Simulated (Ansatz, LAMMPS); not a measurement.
**A faulty run on amorphous Zn22Hg13S35 (70 atoms)**

Program: Ansatz 0.2.0. The cell: 22 Zn, 13 Hg and 35 S.

input.yaml

```yaml
crystal:
  lattice:
    - [11.5811, 0.0, 0.0]
    - [0.0, 11.5811, 0.0]
    - [0.0, 0.0, 11.5811]
  atoms:
    - { symbol: Zn, position: [0.62825, 0.51948, 0.93703] }
    - { symbol: Zn, position: [0.28334, 0.8243, 0.47057] }
    - { symbol: Zn, position: [0.15311, 0.1538, 0.55861] }
    - { symbol: Zn, position: [0.49994, 0.72821, 0.75256] }
    - { symbol: Zn, position: [0.06067, 0.98942, 0.27382] }
    - { symbol: Zn, position: [0.96133, 0.003, 0.99701] }
    - { symbol: Zn, position: [0.50498, 0.42305, 0.23254] }
    - { symbol: Zn, position: [0.99081, 0.49992, 0.97823] }
    - { symbol: Zn, position: [0.35589, 0.12887, 0.29599] }
    - { symbol: Zn, position: [0.7431, 0.18518, 0.79635] }
    - { symbol: Zn, position: [0.05538, 0.65464, 0.21612] }
    - { symbol: Zn, position: [0.02229, 0.55359, 0.4551] }
    - { symbol: Zn, position: [0.55876, 0.99079, 0.53882] }
    - { symbol: Zn, position: [0.47083, 0.21921, 0.9681] }
    - { symbol: Zn, position: [0.10356, 0.43528, 0.71733] }
    - { symbol: Zn, position: [0.6022, 0.64683, 0.52296] }
    - { symbol: Zn, position: [0.88955, 0.75028, 0.77594] }
    - { symbol: Zn, position: [0.07141, 0.34396, 0.314] }
    [... 46 atom lines left out ...]
    - { symbol: S, position: [0.7737, 0.29176, 0.63063] }
    - { symbol: S, position: [0.98229, 0.05202, 0.62235] }
    - { symbol: S, position: [0.03023, 0.84264, 0.87888] }
    - { symbol: S, position: [0.47752, 0.72386, 0.95049] }
    - { symbol: S, position: [0.70448, 0.80184, 0.66792] }
    - { symbol: S, position: [0.62501, 0.58661, 0.14999] }
kpoints:
  mp_grid: { grid: [1, 1, 1] }
hamiltonian:
  xc: pbe
  pseudopotentials: { kind: paw, core: large }
scf:
  occupations: { method: fermi_dirac, width: 0.025 }
  eigensolver: { kind: { support_functions: { accuracy: medium, radius: 3.55 } } }
  max_iter: 150
output:
  forces: true
  eigenvalues: true
```

On the command line:

```console
> ansatz run input.yaml --threads 4 --pin off --max-ram 8192MiB --backend cpu --events-out ev --progress --plain --runs-dir out
```

Log:

```text
Warning: scf.eigensolver.kind.support_functions: disabling space-group detection — the functions' gradient is summed over unrotated k-points, so no spatial operation reduces the k-mesh or symmetrises the density; time reversal is kept, so that k and −k are solved as one point where they differ and the mesh holds both, and exact exchange and, on two spinor components, a DFT+U term hold to it where the run has them: [...]
settings of this run that can trade accuracy for cost: scf.eigensolver.kind.support_functions [...]
Engine: ansatz 0.2.0, aarch64-unknown-linux-gnu
Pseudopotentials: kind: paw
Pseudopotential: Zn, paw, valence charge 12, recommended cutoff 420 eV (normal), Zn.paw.azcp
Pseudopotential: Hg, paw, valence charge 12, recommended cutoff 420 eV (normal), Hg.paw.azcp#standard-large-core
Pseudopotential: S, paw, valence charge 6, recommended cutoff 420 eV (normal), S.paw.azcp
[... 5 lines on functional and potentials left out ...]
Error: SCF: the radius of support functions is under 3.98 Å, the least for these sites at the functions' level (scf.eigensolver.kind.support_functions.accuracy). Use scf.eigensolver.kind: auto, or type scf.eigensolver.kind.support_functions.radius at least as long, [...]
```

The job ended after 4.1 s (4 threads of Arm Neoverse N1, shared host; peak memory 0.35 GiB; 12 s of CPU time).

**Question.** What is wrong with this input, and how is it mended?

A radius under the least that the level allows: support_functions.radius = 3.55.

The fix is to use a longer radius.

The run ended with an error.

[Logs are printed without paths, hosts, clocks, repeated set-up lines and the standing remarks that a program may print on its own settings, such as how far it seeks lower states.]

[Hosts, paths, dates, database ids (printed as entryN), source tags and the programs' standing remarks are cut or masked in the printed files.]
